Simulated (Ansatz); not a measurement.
**What KZnIF2 (built on the sites of a database entry of KZnF3) distorts into**

Which phase does KZnIF2 (built on the sites of a database entry of KZnF3) fall into along its unstable mode, and how much energy does it gain?

Method: DFT PBEsol, scalar-relativistic, plane waves, PAW, in Ansatz 0.2.0.

The structure was built from a prototype and need not be the compound's stable phase.

### 1. The starting structure

Symmetry: P4/mmm, No. 123, tetragonal system. The conventional cell has a = 4.382 Å, b = 4.382 Å, c = 5.323 Å, α = 90.00°, β = 90.00°, γ = 90.00°. K has 4 I at 3.10 Å nearest. Nearest to Zn lie 4 F at 2.19 Å and 2 I at 2.66 Å. Nearest to F lie 2 Zn at 2.19 Å. Nearest to I lie 2 Zn at 2.66 Å and 4 K at 3.10 Å. Farther neighbours and most contacts between anions are not listed.

### 2. Phonons on a q mesh

The cell comes from relaxations at this level that are not shown. Stability and thermal properties need the whole zone. Linear response on a 2×2×2 q mesh gives force constants as far as a supercell of that size would, and the tensors from the zone-centre run are typed in so that the long-range dipole term is interpolated apart.

Input file input.yaml:

```yaml
crystal:
  lattice:
    - [4.3820292971, 0.0, 0.0]
    - [0.0, 5.3225750611, 0.0]
    - [0.0, 0.0, 4.3820292971]
  atoms:
    - { symbol: K, position: [0.0, 0.0, 0.0] }
    - { symbol: Zn, position: [0.5, 0.5, 0.5] }
    - { symbol: F, position: [0.5, 0.5, 0.0] }
    - { symbol: F, position: [0.0, 0.5, 0.5] }
    - { symbol: I, position: [0.5, 0.0, 0.5] }
kpoints:
  mp_grid: { grid: [6, 4, 6] }
hamiltonian:
  xc: pbesol
scf:
  occupations: { method: fixed }
output:
  eigenvalues: true
phonons:
  method: dfpt
  qmesh: [2, 2, 2]
  temperatures: { t_max: 1000, t_step: 50 }
  qpath:
    path:
      - [[0.0, 0.0, 0.0], [0.0, 0.0, -0.5], [-0.5, 0.0, -0.5], [0.0, 0.0, 0.0], [0.0, -0.5, 0.0], [0.0, -0.5, -0.5], [-0.5, -0.5, -0.5], [0.0, -0.5, 0.0]]
      - [[0.0, 0.0, -0.5], [0.0, -0.5, -0.5]]
      - [[-0.5, 0.0, -0.5], [-0.5, -0.5, -0.5]]
    npoints: 10
  non_analytic_term:
    high_frequency_dielectric_tensor: [[3.2151, 0.0, 0.0], [0.0, 4.1619, 0.0], [0.0, 0.0, 3.2151]]
    born_effective_charges:
      - { species: K, tensor: [[1.1373, 0.0, 0.0], [0.0, 1.0049, 0.0], [0.0, 0.0, 1.1373]] }
      - { species: Zn, tensor: [[2.3264, 0.0, 0.0], [0.0, 3.2937, 0.0], [0.0, 0.0, 2.3264]] }
      - { species: F, tensor: [[-0.7112, 0.0, 0.0], [0.0, -1.3908, 0.0], [0.0, 0.0, -2.277]] }
      - { species: F, tensor: [[-2.277, 0.0, 0.0], [0.0, -1.3908, 0.0], [0.0, 0.0, -0.7112]] }
      - { species: I, tensor: [[-0.4755, 0.0, 0.0], [0.0, -1.5169, 0.0], [0.0, 0.0, -0.4755]] }
    source: "zone-centre run at this cell"
```

Started as:

```sh
$ ansatz run input.yaml --threads 8 --pin off --max-ram 14336MiB --backend cpu --events-out ev --progress --plain --runs-dir out
```

Numbers of over 12 decimals in the logs are rounded to 6 here.

Output:

```text
Engine: ansatz 0.2.0, aarch64-unknown-linux-gnu
Pseudopotentials: kind: paw
Pseudopotential: K, paw, valence charge 9, recommended cutoff 420 eV (normal), K.paw.azcp
Pseudopotential: Zn, paw, valence charge 12, recommended cutoff 420 eV (normal), Zn.paw.azcp
Pseudopotential: F, paw, valence charge 7, recommended cutoff 420 eV (normal), F.paw.azcp
Pseudopotential: I, paw, valence charge 17, recommended cutoff 420 eV (normal), I.paw.azcp
Functional definition: PBEsol
  exchange = pbesol_x
  correlation = pbesol_c
Crystal: 5 atoms, lattice volume = 102.205 Å³
Basis set: ecut = 420 eV, 2033 PW (Γ), exchange–correlation on 60×72×60 points (8 copies of the dense FFT grid, shifted against one another)
Bands: 32, of which v1, the nominal top of the filled ones, is band 26 counted from 1 (25 counted from 0)
Symmetry: 16 space group operations
k-points: 30 of 144
Non-local potential: K, projectors of the file, l = 0: 3, l = 1: 2, l = 2: 2
Non-local potential: Zn, projectors of the file, l = 0: 2, l = 1: 2, l = 2: 3, l = 3: 1
Non-local potential: F, projectors of the file, l = 0: 2, l = 1: 2, l = 2: 1
Non-local potential: I, projectors of the file, l = 0: 2, l = 1: 2, l = 2: 2, l = 3: 2
PAW form: soft (Blöchl's): semilocal exchange-correlation on the pseudo side does not see the compensation charge
PAW frozen core: K, regenerated for the run's functional, and the local potential with it (the file was generated under x = pbe(κ = 0.804, μ = 0.219515), c = pbe(β = 0.066725))
PAW frozen core: Zn, regenerated for the run's functional, and the local potential with it (the file was generated under x = pbe(κ = 0.804, μ = 0.219515), c = pbe(β = 0.066725))
PAW frozen core: F, regenerated for the run's functional, and the local potential with it (the file was generated under x = pbe(κ = 0.804, μ = 0.219515), c = pbe(β = 0.066725))
PAW frozen core: I, regenerated for the run's functional, and the local potential with it (the file was generated under x = pbe(κ = 0.804, μ = 0.219515), c = pbe(β = 0.066725))
PAW one-centre angular grid: K, 110 points (default); XC on 64 Gauss nodes
PAW one-centre angular grid: Zn, 590 points (default); XC on 64 Gauss nodes
PAW one-centre angular grid: F, 110 points (default); XC on 64 Gauss nodes
PAW one-centre angular grid: I, 590 points (default); XC on 64 Gauss nodes
Initial density: superposition of atomic densities (neutral atoms: chi_scale 0, normalization atom), corrected by the library's trained network
Initial wavefunctions: pseudopotential atomic-orbital guess
Functional: x = pbesol(κ = 0.804, μ = 0.123457), c = pbesol(β = 0.046)
SCF iter   1: F=—  HF=-13833.051295 eV  |F-HF|=—  |Δ(HF+E_count)|=         —  Δρ=9.74e-3  dr2=6.30e-2  ethr=1.77e-3  ⟨swp⟩=5.2  Hψ=3882  notcnv=0  defer=112
preconditioner: auto → Resta (q_TF=auto, 2.438 Å⁻¹)  ε∞=3.9  [insulator: Δε(μ)=1.600 eV  Ē_g=13.564 eV  n_scr=28 (ndim 8)  ℏωp=23.2 eV  f_vac=0.101  ε∞_Penn≈3.9]
SCF iter   2: F=—  HF=-13833.034461 eV  |F-HF|=—  |Δ(HF+E_count)|=   1.68e-2  Δρ=2.65e-3  dr2=4.31e-3  ethr=1.21e-4  ⟨swp⟩=2.3  Hψ=1884  notcnv=0  defer=118
SCF iter   3: F=—  HF=-13833.033588 eV  |F-HF|=—  |Δ(HF+E_count)|=   8.73e-4  Δρ=9.22e-4  dr2=9.02e-4  ethr=8.29e-6  ⟨swp⟩=2.3  Hψ=1596  notcnv=0  defer=119
SCF iter   4: F=—  HF=-13833.033583 eV  |F-HF|=—  |Δ(HF+E_count)|=   5.22e-6  Δρ=2.16e-4  dr2=7.07e-5  ethr=1.73e-6  ⟨swp⟩=2.0  Hψ=1506  notcnv=0  defer=119
SCF iter   5: F=—  HF=-13833.033605 eV  |F-HF|=—  |Δ(HF+E_count)|=   2.26e-5  Δρ=1.96e-4  dr2=2.41e-5  ethr=1.36e-7  ⟨swp⟩=2.0  Hψ=1342  notcnv=0  defer=117
SCF iter   6: F=—  HF=-13833.033593 eV  |F-HF|=—  |Δ(HF+E_count)|=   1.22e-5  Δρ=2.94e-5  dr2=1.65e-6  ethr=4.63e-8  ⟨swp⟩=2.0  Hψ=1292  notcnv=0  defer=107
SCF iter   7: F=—  HF=-13833.033594 eV  |F-HF|=—  |Δ(HF+E_count)|=   6.03e-7  Δρ=1.28e-5  dr2=1.71e-7  ethr=3.17e-9  ⟨swp⟩=2.0  Hψ=1692  notcnv=0  defer=102
SCF iter   8: F=—  HF=-13833.033594 eV  |F-HF|=—  |Δ(HF+E_count)|=  7.11e-10  Δρ=3.97e-6  dr2=1.31e-8  ethr=3.29e-10  ⟨swp⟩=2.0  Hψ=1689  notcnv=0  defer=102
SCF iter   9: F=—  HF=-13833.033594 eV  |F-HF|=—  |Δ(HF+E_count)|=   8.23e-9  Δρ=9.93e-7  dr2=1.03e-9  ethr=2.51e-11  ⟨swp⟩=2.0  Hψ=1685  notcnv=0  defer=102
SCF iter  10: F=—  HF=-13833.033594 eV  |F-HF|=—  |Δ(HF+E_count)|=   1.25e-9  Δρ=2.58e-7  dr2=8.79e-11  ethr=1.98e-12  ⟨swp⟩=2.0  Hψ=1420  notcnv=0  defer=102
SCF iter  11: F=—  HF=-13833.033594 eV  |F-HF|=—  |Δ(HF+E_count)|=  1.42e-10  Δρ=7.79e-8  dr2=1.09e-11  ethr=1.00e-12  ⟨swp⟩=14.1  Hψ=6850  notcnv=0
SCF iter  12: F=-13833.033594 eV  HF=-13833.033594 eV  |F-HF|=3.64e-12  |Δ(HF+E_count)|=  1.46e-11  Δρ=6.50e-8  dr2=3.21e-12  ethr=1.00e-12  ⟨swp⟩=5.2  Hψ=4016  notcnv=0
SCF 1 converged in 12 iterations: F = -13833.033594 eV  dr2 = 3.21e-12
  greatest PAW one-centre occupation: 0.999 electrons in one spin orbital (limit 2), on the I atom at site 4 (counted from 0), in its partial waves of l = 2
NSCF: frozen V_eff on 30 k-points
NSCF: frozen V_eff on 48 k-points
DFPT response loops at q = (0, 0, 0) (fractional): preconditioner auto → Resta (q_TF=auto, 2.438 Å⁻¹)  ε∞=6.0 (no band partly filled); β = 1.00, the filter's whole step (`scf.mixing.beta` (0.50) is not read by the response loops at its default; to damp them type it under 1.00, their step now; it binds the ground state too); Broyden in place of MSR1
NSCF: frozen V_eff on 96 k-points
DFPT response loops at q = (0, 0, -0.5) (fractional): mixed as the last ones told, above
NSCF: frozen V_eff on 96 k-points
DFPT response loops at q = (0, -0.5, 0) (fractional): mixed as the last ones told, above
NSCF: frozen V_eff on 96 k-points
DFPT response loops at q = (0, -0.5, -0.5) (fractional): mixed as the last ones told, above
NSCF: frozen V_eff on 96 k-points
DFPT response loops at q = (-0.5, 0, -0.5) (fractional): mixed as the last ones told, above
NSCF: frozen V_eff on 96 k-points
DFPT response loops at q = (-0.5, -0.5, -0.5) (fractional): mixed as the last ones told, above
SCF converged after 12 iterations
Free energy (F): -13833.033594 eV
Harris-Foulkes:  -13833.033594 eV  (|F-HF|=3.64e-12)
Internal energy: -13833.033594 eV  (E = F + TS)
E sigma→0 (E₀):  -13833.033594 eV
Fermi energy:    4.266970 eV
--- Per-component energies (eV) ---
  E_band       = -522.331038
  E_kinetic    = 985.518081
  E_local      = -5578.856658  (includes V_loc(G=0)·N_el)
  E_nonlocal   = 695.069854
  E_hartree    = 2453.961505
  E_xc         = -552.148513
  E_vxc        = -545.712218  (∫ρ·V_xc dr)
  E_paw        = -7683.417434  (= ΣΔE_a)
  E_vpaw       = -986.276605  (= ΣTr[D̂ρ^β])
  E_aug_tail   = 0.003524  (compensation charges beyond the density's cutoff)
  E_ewald      = -4154.566221
  E_core_change = 1.402267  (= ΣΔE_core)
  E_smearing   = -0.000000  (= −TS)
  E_closure    = -0.000000  (closes the sum)
  Σ components = -13833.033594   (vs F -13833.033594, Δ=0.00e0)
--- Band table (eV; the first three rows and the last of 30) ---
  k-point 0: bands = [... 22 lower, 2.8568, 3.6505, 4.0965, 4.0965, 5.9435, 9.4554, 10.3205, 12.0527, ... 2 higher]
  k-point 1: bands = [... 22 lower, 2.8450, 3.5734, 3.6025, 3.9660, 6.4190, 9.9446, 10.9705, 12.5165, ... 2 higher]
  k-point 2: bands = [... 22 lower, 2.8195, 2.9296, 3.4138, 3.7274, 7.4289, 10.9674, 11.8607, 12.6475, ... 2 higher]
  k-point 29: bands = [... 22 lower, 3.3250, 3.8740, 3.8740, 4.2670, 9.7487, 9.7487, 11.0651, 11.4349, ... 2 higher]
--- Phonons (Γ-DFPT): 9 representative perturbations + reference (Σ response iterations 28) ---
  ASR residual: 5.989e-5 → 0.000e0 eV/Å²; symmetrization residual: 6.676e-6 eV/Å²
  ASR residual per site (eV/Å²): 9.88e-6 5.94e-5 5.99e-5 5.99e-5 2.40e-5
  Γ frequencies (cm⁻¹): -120.44 -107.60 -107.60 0.00 0.00 0.00 32.89 32.89 118.62 152.80 184.25 184.25 184.27 215.10 215.10
--- Phonons (arbitrary-q DFPT): 6 irreducible q on the 2×2×2 mesh ---
  q = [0.0000, 0.0000, 0.0000] (star 1, of the zone-centre solve; hermiticity 2.00e-6, symmetrization 5.74e-12): -120.44 -107.60 -107.60 -0.00 0.00 0.00 32.89 32.89 118.62 152.80 184.25 184.25 184.27 215.10 215.10
  q = [0.0000, 0.0000, -0.5000] (star 2, 15 solved perturbations on 48 of 144 k-point pairs; hermiticity 1.91e-6, symmetrization 6.60e-13): -110.73 -104.63 23.08 76.44 101.90 109.94 131.66 137.81 140.19 144.78 180.14 180.42 189.28 193.12 258.30
  q = [0.0000, -0.5000, 0.0000] (star 1, 9 solved perturbations in 378 linear systems a pass and spin channel, the states on 48 of 144 k-point pairs; hermiticity 3.61e-7, symmetrization 4.09e-8): -101.49 -101.49 -82.74 -3.72 -3.72 54.99 54.99 127.22 129.37 137.86 195.32 195.32 213.69 213.69 262.18
  q = [0.0000, -0.5000, -0.5000] (star 2, 15 solved perturbations on 48 of 144 k-point pairs; hermiticity 8.25e-7, symmetrization 1.52e-8): -114.36 -109.16 -100.23 85.07 96.38 104.29 126.86 141.31 142.56 150.54 173.90 181.84 187.24 204.85 235.26
  q = [-0.5000, 0.0000, -0.5000] (star 1, 9 solved perturbations in 378 linear systems a pass and spin channel, the states on 48 of 144 k-point pairs; hermiticity 9.00e-7, symmetrization 3.10e-12): -187.05 -107.17 -31.94 -31.94 72.19 78.40 124.21 124.21 139.96 139.96 177.41 201.91 228.92 228.92 288.36
  q = [-0.5000, -0.5000, -0.5000] (star 1, 9 solved perturbations in 378 linear systems a pass and spin channel, the states on 48 of 144 k-point pairs; hermiticity 6.51e-7, symmetrization 7.73e-9): -188.57 -111.60 -80.54 -58.10 -58.10 78.46 137.07 137.07 139.77 139.77 195.14 201.72 220.95 226.53 226.53
  sum rule: each row above includes the acoustic sum rule's correction from the zone centre's row sums; it moved no ω² by more than (0.93 cm⁻¹)²
  mesh force constants: q→R imaginary residual 6.38e-18; ASR residual 5.989e-5 → 0.000e0 eV/Å²; symmetrization residual 3.553e-15 eV/Å²
  interpolated dispersion: 94 rows × 15 modes
  density of states and harmonic sums: on the 14×12×14 q-mesh, interpolated from the force constants of a 2×2×2 supercell (with the dipole–dipole term of supplied tensors)
  largest difference from the sums on the solved wave vectors: F 2.76e-1 eV, S 3.64e-4 and C_V 8.95e-5 eV/K
  zero-point energy: 0.108789 eV/cell   skipped modes (ω ≤ 0): 718, of them read as no rigid motion or as one in doubt: 715 (2.724e0 modes/cell left out, lowest -188.57 cm⁻¹)   left out of the sums: 1.82e-1 of the cell's modes: C_V's classical limit lies that fraction below 3 k_B per atom; for a crystal, a wire or a layer, F and S can be off by more, and a phonons.interpolated_qmesh denser along its periods is the remedy for the sampling
```

It took 1.8 min on 8 threads of Arm Neoverse V2, shared host; peak memory 0.92 GiB.

A gap read on the k-mesh alone can miss the band edges.

This step gave:

```yaml
gap_on_the_k_mesh: 1.677 eV
volume_per_atom: 20.44 Å³
sum_rule_residual_before_enforcement: 5.99e-5 eV/Å²
lowest_frequency_on_the_path: -188.6 cm⁻¹
point_group: 4/mmm
highest_frequency_on_the_path_or_at_a_solved_wavevector: 288.4 cm⁻¹
highest_optical_mode_at_the_zone_centre_no_lo_to_term: 215.1 cm⁻¹
lowest_optical_zone_centre_mode: -120.4 cm⁻¹
lowest_mode_on_the_q_mesh_acoustic_modes_at_gamma_apart: -188.6 cm⁻¹
```

Frequencies (cm⁻¹) solved at each irreducible wavevector; negative means imaginary. Frequencies by wavevector, by row:

| q in reciprocal lattice units | star | mode 1 | mode 2 | mode 3 | mode 4 | mode 13 | mode 14 | mode 15 |
| --- | --- | --- | --- | --- | --- | --- | --- | --- |
| 0 0 0 | 1 | -120.4 | -107.6 | -107.6 | 0 | 184.3 | 215.1 | 215.1 |
| 0 0 -0.5 | 2 | -110.7 | -104.6 | 23.1 | 76.4 | 189.3 | 193.1 | 258.3 |
| 0 -0.5 0 | 1 | -101.5 | -101.5 | -82.7 | -3.7 | 213.7 | 213.7 | 262.2 |
| 0 -0.5 -0.5 | 2 | -114.4 | -109.2 | -100.2 | 85.1 | 187.2 | 204.8 | 235.3 |
| -0.5 0 -0.5 | 1 | -187.1 | -107.2 | -31.9 | -31.9 | 228.9 | 228.9 | 288.4 |
| -0.5 -0.5 -0.5 | 1 | -188.6 | -111.6 | -80.5 | -58.1 | 220.9 | 226.5 | 226.5 |

Interpolated from a 2×2×2 q mesh, rough between the solved points, with the LO-TO term (at Γ the limit along the path; where Γ stands inside the path, tables give the limit on arrival). Phonon branches along the path, in cm⁻¹:

| point | branch 1 | branch 2 | branch 3 | branch 4 | branch 12 | branch 13 | branch 14 | branch 15 |
| --- | --- | --- | --- | --- | --- | --- | --- | --- |
| Γ | -120 | -108 | -55 | 0 | 184 | 196 | 215 | 259 |
| halfway | -116 | -106 | 22 | 40 | 183 | 190 | 204 | 259 |
| X | -111 | -105 | 23 | 76 | 180 | 189 | 193 | 258 |
| halfway | -145 | -109 | 54 | 62 | 198 | 213 | 214 | 279 |
| M | -187 | -107 | -32 | -32 | 202 | 229 | 229 | 288 |
| halfway | -127 | -112 | 11 | 43 | 186 | 195 | 223 | 272 |
| Γ | -120 | -108 | -55 | 0 | 184 | 196 | 215 | 259 |
| halfway | -104 | -104 | -90 | 11 | 190 | 214 | 214 | 261 |
| Z | -102 | -102 | -83 | -4 | 195 | 214 | 214 | 262 |
| halfway | -118 | -101 | -49 | 55 | 194 | 198 | 203 | 247 |
| R | -114 | -109 | -100 | 85 | 182 | 187 | 205 | 235 |
| halfway | -156 | -110 | -63 | 42 | 204 | 211 | 212 | 227 |
| A | -189 | -112 | -80 | -58 | 202 | 221 | 226 | 226 |
| halfway | -127 | -114 | -41 | -25 | 184 | 212 | 221 | 230 |
| Z | -102 | -102 | -83 | -4 | 195 | 214 | 214 | 262 |
| jump to X | -111 | -105 | 23 | 76 | 180 | 189 | 193 | 258 |
| halfway | -111 | -102 | -16 | 79 | 188 | 188 | 200 | 240 |
| R | -114 | -109 | -100 | 85 | 182 | 187 | 205 | 235 |
| jump to M | -187 | -107 | -32 | -32 | 202 | 229 | 229 | 288 |
| halfway | -188 | -109 | -47 | -47 | 202 | 228 | 228 | 255 |
| A | -189 | -112 | -80 | -58 | 202 | 221 | 226 | 226 |

Symmetry leaves 6 wavevectors to solve. The lowest mode among them, the acoustic zeros apart, lies at q = (-0.5, -0.5, -0.5) and is imaginary, 188.6i cm⁻¹, so the energy falls along it.

### 3. The mode frozen in, largest atomic shift 0 Å

The mode followed lies at q = (-0.5, -0.5, -0.5) with frequency 188.6i cm⁻¹, the softest among the wavevectors solved. At small amplitude the distorted cell has space group no. 140 by a symmetry search on the positions. The undistorted cell that holds it gives the zero of energy on the same k mesh.

System of this step: KZnIF2 (built on the sites of a database entry of KZnF3). It takes space group P4/mmm (No. 123, tetragonal). The conventional cell has a = 4.382 Å, b = 4.382 Å, c = 5.323 Å, α = 90.00°, β = 90.00°, γ = 90.00°. Nearest to K lie 4 I at 3.10 Å. Zn has 4 F at 2.19 Å and 2 I at 2.66 Å nearest. Nearest to F lie 2 Zn at 2.19 Å. Nearest to I lie 2 Zn at 2.66 Å and 4 K at 3.10 Å. Farther neighbours and most contacts between anions are not listed.

Input file input.yaml:

```yaml
crystal:
  lattice:
    - [4.3820292971, 0.0, 4.3820292971]
    - [4.3820292971, 0.0, -4.3820292971]
    - [0.0, 5.3225750611, 4.3820292971]
  atoms:
    - { symbol: K, position: [0.5, 0.5, 0.0] }
    - { symbol: K, position: [0.0, 0.0, 0.0] }
    - { symbol: Zn, position: [0.25, 0.25, 0.5] }
    - { symbol: Zn, position: [0.75, 0.75, 0.5] }
    - { symbol: F, position: [0.0, 0.5, 0.5] }
    - { symbol: F, position: [0.5, 0.0, 0.5] }
    - { symbol: F, position: [0.0, 0.0, 0.5] }
    - { symbol: F, position: [0.5, 0.5, 0.5] }
    - { symbol: I, position: [0.5, 0.0, 0.0] }
    - { symbol: I, position: [0.0, 0.5, 0.0] }
kpoints:
  mp_grid: { grid: [4, 4, 4] }
hamiltonian:
  xc: pbesol
scf:
  occupations: { method: gaussian, width: 0.02 }
output:
  forces: true
  stress: true
  eigenvalues: true
```

Output:

```text
[...]
Crystal: 10 atoms, lattice volume = 204.410 Å³
Basis set: ecut = 420 eV, 4057 PW (Γ), exchange–correlation on 90×90×96 points (8 copies of the dense FFT grid, shifted against one another)
Bands: 63, of which v1, the nominal top of the filled ones, is band 52 counted from 1 (51 counted from 0)
Symmetry: 32 space group operations
[...]
k-points: 13 of 64
[...]
k-point 0: bands = [... 48 lower, 3.8739, 4.0963, 4.0963, 4.2670, 5.9437, 9.4552, 9.7487, 9.7487, ... 4 higher]
  k-point 1: bands = [... 48 lower, 3.5286, 3.5286, 4.0568, 4.0568, 7.4860, 9.6319, 9.8041, 10.4816, ... 4 higher]
  k-point 2: bands = [... 48 lower, 3.2364, 3.3250, 4.0168, 4.0168, 9.3632, 9.8203, 9.9479, 10.6696, ... 4 higher]
  k-point 12: bands = [... 48 lower, 3.5739, 3.5739, 3.6226, 3.6226, 8.8357, 8.8357, 10.9172, 10.9172, ... 4 higher]
[key lines of the parts left out:]
SCF converged after 8 iterations
Free energy (F): -27666.067333 eV
Fermi energy:    5.105373 eV
P = ⅓ Tr σ = -0.0027 GPa (-0.027 kbar)
```

The job ended after 1.5 s (8 threads; peak memory 0.92 GiB; 9.7 s of CPU time).

This step gave:

```yaml
pressure: -0.002680 GPa
energy_from_the_undistorted_cell: 0 meV/atom
```

At this level the gap is 1.68 eV on the k-mesh of the self-consistent run, which can miss the band edges.

### 4. The mode frozen in, largest atomic shift 0.22 Å

The atoms are moved along the unstable eigenvector, the largest shift by 0.22 Å, with the cell fixed.

input.yaml, the sections that differ from step 3:

```yaml
crystal:
  lattice:
    - [4.3820292971, 0.0, 4.3820292971]
    - [4.3820292971, 0.0, -4.3820292971]
    - [0.0, 5.3225750611, 4.3820292971]
  atoms:
    - { symbol: K, position: [0.5, 0.5, 0.0] }
    - { symbol: K, position: [0.0, 0.0, 0.0] }
    - { symbol: Zn, position: [0.25, 0.25, 0.5] }
    - { symbol: Zn, position: [0.75, 0.75, 0.5] }
    - { symbol: F, position: [-0.025102525, 0.525102525, 0.5] }
    - { symbol: F, position: [0.525102525, -0.025102525, 0.5] }
    - { symbol: F, position: [0.025102525, 0.025102525, 0.5] }
    - { symbol: F, position: [0.474897475, 0.474897475, 0.5] }
    - { symbol: I, position: [0.5, 0.0, 0.0] }
    - { symbol: I, position: [0.0, 0.5, 0.0] }
# kpoints, hamiltonian, scf, output: as in step 3
```

Output:

```text
[...]
Crystal: 10 atoms, lattice volume = 204.410 Å³
Basis set: ecut = 420 eV, 4057 PW (Γ), exchange–correlation on 90×90×96 points (8 copies of the dense FFT grid, shifted against one another)
Bands: 63, of which v1, the nominal top of the filled ones, is band 52 counted from 1 (51 counted from 0)
Symmetry: 16 space group operations
[...]
k-points: 13 of 64
[...]
k-point 0: bands = [... 48 lower, 3.8799, 4.1420, 4.1420, 4.4313, 6.5392, 9.4797, 9.7784, 9.7784, ... 5 higher]
  k-point 1: bands = [... 48 lower, 3.6034, 3.6500, 4.1272, 4.1272, 7.8603, 9.6330, 10.1196, 10.4870, ... 5 higher]
  k-point 2: bands = [... 48 lower, 3.1842, 3.6575, 4.1059, 4.1059, 9.7095, 9.8157, 10.2250, 10.7093, ... 5 higher]
  k-point 12: bands = [... 48 lower, 3.6434, 3.6434, 3.7593, 3.7593, 9.1721, 9.1721, 10.8995, 10.8995, ... 5 higher]
[key lines of the parts left out:]
SCF converged after 8 iterations
Free energy (F): -27666.226460 eV
Fermi energy:    5.485266 eV
P = ⅓ Tr σ = 1.8778 GPa (18.778 kbar)
```

Run time: 1.5 s. Hardware: 8 threads; peak memory 0.92 GiB.

This step gave:

| Item | Value |
| --- | --- |
| pressure | 1.878 GPa |
| gap on the k-mesh | 2.108 eV |
| energy from the undistorted cell | -15.91 meV/atom |

The energy, extrapolated to zero smearing, is -15.91 meV/atom against the undistorted cell.

The run ends at a pressure of 1.88 GPa, with forces up to 0.18 eV/Å.

(Continued in part 2 of 2.)

[Logs are printed without paths, hosts, clocks, repeated set-up lines and the standing remarks that a program may print on its own settings, such as how far it seeks lower states.]

[Hosts, paths, dates, database ids (printed as entryN), source tags and the programs' standing remarks are cut or masked in the printed files.]
